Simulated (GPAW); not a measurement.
Consider TaVO4 (Cmmm).

```cif
data_structure
_symmetry_space_group_name_H-M 'P 1'
_symmetry_Int_Tables_number 1
_cell_length_a 6.6128
_cell_length_b 5.6502
_cell_length_c 5.6502
_cell_angle_alpha 73.099
_cell_angle_beta 54.184
_cell_angle_gamma 54.184
_cell_volume 138.39
loop_
_atom_site_label
_atom_site_type_symbol
_atom_site_fract_x
_atom_site_fract_y
_atom_site_fract_z
_atom_site_occupancy
Ta1 Ta 0.75000 0.25000 0.25000 1
Ta2 Ta 0.25000 0.75000 0.75000 1
V3 V 0.50000 0.00000 0.00000 1
V4 V 0.00000 0.50000 0.50000 1
O5 O 0.45201 0.25000 0.25000 1
O6 O 0.95201 0.75000 0.75000 1
O7 O 0.04799 0.25000 0.25000 1
O8 O 0.54799 0.75000 0.75000 1
O9 O 0.50000 0.69271 0.30729 1
O10 O 0.00000 0.19271 0.80729 1
O11 O 0.50000 0.30729 0.69271 1
O12 O 0.00000 0.80729 0.19271 1
```

Absorber: atom 5, with 1 Ta at 1.97 Å and 2 V at 2.05 Å (distorted trigonal planar, site symmetry 2mm). Method: GPAW, LDA + U (V 4 eV), full core hole (charged cell), 12-atom cell with 5.7 Å between holes, 3×3×3 k points, dipole transitions, Gaussian full width 0.9 eV up to 4 eV, rising linearly to 3.5 eV at 25 eV, without spin-orbit coupling.

Q: Predict the near-edge structure at the O K edge.

Main maxima up to 24 eV above the zero (height): 1.5 eV (1.10), 3.3 eV (1.54), 6.8 eV (1.67), 11.2 eV (1.96) and 20.9 eV (0.70). A K edge sees empty p states; the first features are O p mixed into the empty d states of the Ta and V neighbours, and the broad ones above probably into the cations' higher empty bands. The total-energy difference plus the lowest empty eigenvalue puts the zero at 524.84 eV. The functional and the charged cell's background leave an error in such absolute values: in the free atom LDA prices this hole 4.1 eV below PBE (computed apart), and PBE is itself good to a few eV.

The O K spectrum (energy from the lowest empty level; intensity scaled to a mean of 1 over the first 20 eV; polarised curves are means over the symmetry-equivalent atoms):

```
E (eV)  isotropic  ε ∥ x  ε ∥ y  ε ∥ z
  -2.0       0.00   0.00   0.00   0.00
  -1.0       0.00   0.00   0.00   0.00
   0.0       0.05   0.02   0.10   0.04
   1.0       0.74   0.08   1.35   0.79
   2.0       0.77   0.24   1.16   0.93
   3.0       1.37   1.07   1.06   1.97
   4.0       0.95   0.69   0.55   1.61
   5.0       0.64   0.73   0.16   1.03
   6.0       1.01   2.08   0.50   0.45
   7.0       1.63   3.65   0.57   0.67
   8.0       1.17   1.13   1.07   1.30
   9.0       1.45   1.22   1.42   1.72
  10.0       1.64   2.18   1.17   1.57
  11.0       1.94   2.24   1.41   2.18
  12.0       1.79   2.19   1.44   1.76
  13.0       1.22   1.84   0.92   0.90
  14.0       0.82   1.19   0.75   0.54
  15.0       0.56   0.66   0.63   0.39
  16.0       0.40   0.42   0.44   0.35
  17.0       0.37   0.29   0.38   0.44
  18.0       0.43   0.25   0.47   0.57
  19.0       0.55   0.35   0.65   0.65
  20.0       0.66   0.53   0.81   0.64
  21.0       0.70   0.61   0.92   0.56
  22.0       0.66   0.55   0.96   0.48
  23.0       0.62   0.42   0.97   0.46
  24.0       0.62   0.31   1.02   0.54
  25.0       0.69   0.27   1.09   0.73
  26.0       0.76   0.29   1.04   0.95
  27.0       0.78   0.35   0.88   1.11
  28.0       0.76   0.43   0.71   1.15
  29.0       0.75   0.51   0.62   1.12
  30.0       0.78   0.59   0.65   1.11
  31.0       0.91   0.72   0.81   1.20
  32.0       1.12   0.95   1.05   1.37
```

The hole lies in one spin channel, while the script sums the empty states of both and takes the lower zero; where the two channels are split, this blurs and shifts the curve. The crystal has 2 inequivalent O sites and not all are shown here, while a measurement adds them all. The spins start antiferromagnetically in a simple order, which needn't be the measured one; gap and edge can depend on it. The holes are only 5.7 Å apart, so the shape is probably not converged with cell size; no larger cell was run here. The mesh is coarse (0.46 Å⁻¹ between points), so small maxima may be mesh ripples. Lifetime broadening is put in by hand, and intensities beyond about 20 eV depend on it and on the partial waves; weight that the partial waves miss at high energy is lost. The structure is a computed Materials Project entry and may be a hypothetical form.

[Banner, clock and machine lines of the logs are left out without a mark of their own.]

[Logs are printed without paths, hosts, clocks, repeated set-up lines and the standing remarks that a program may print on its own settings, such as how far it seeks lower states.]

[Hosts, paths, dates, database ids (printed as entryN), source tags and the programs' standing remarks are cut or masked in the printed files.]

[Lists of maxima count a maximum above −3 eV only where it reaches 4 % of the highest in the window and stands out from its surroundings by 2 % of it (1.5 % where it reaches 55 %); shoulders and weaker maxima are passed over, and of the rest the first, up to two pre-edge ones and the few strongest are named.]
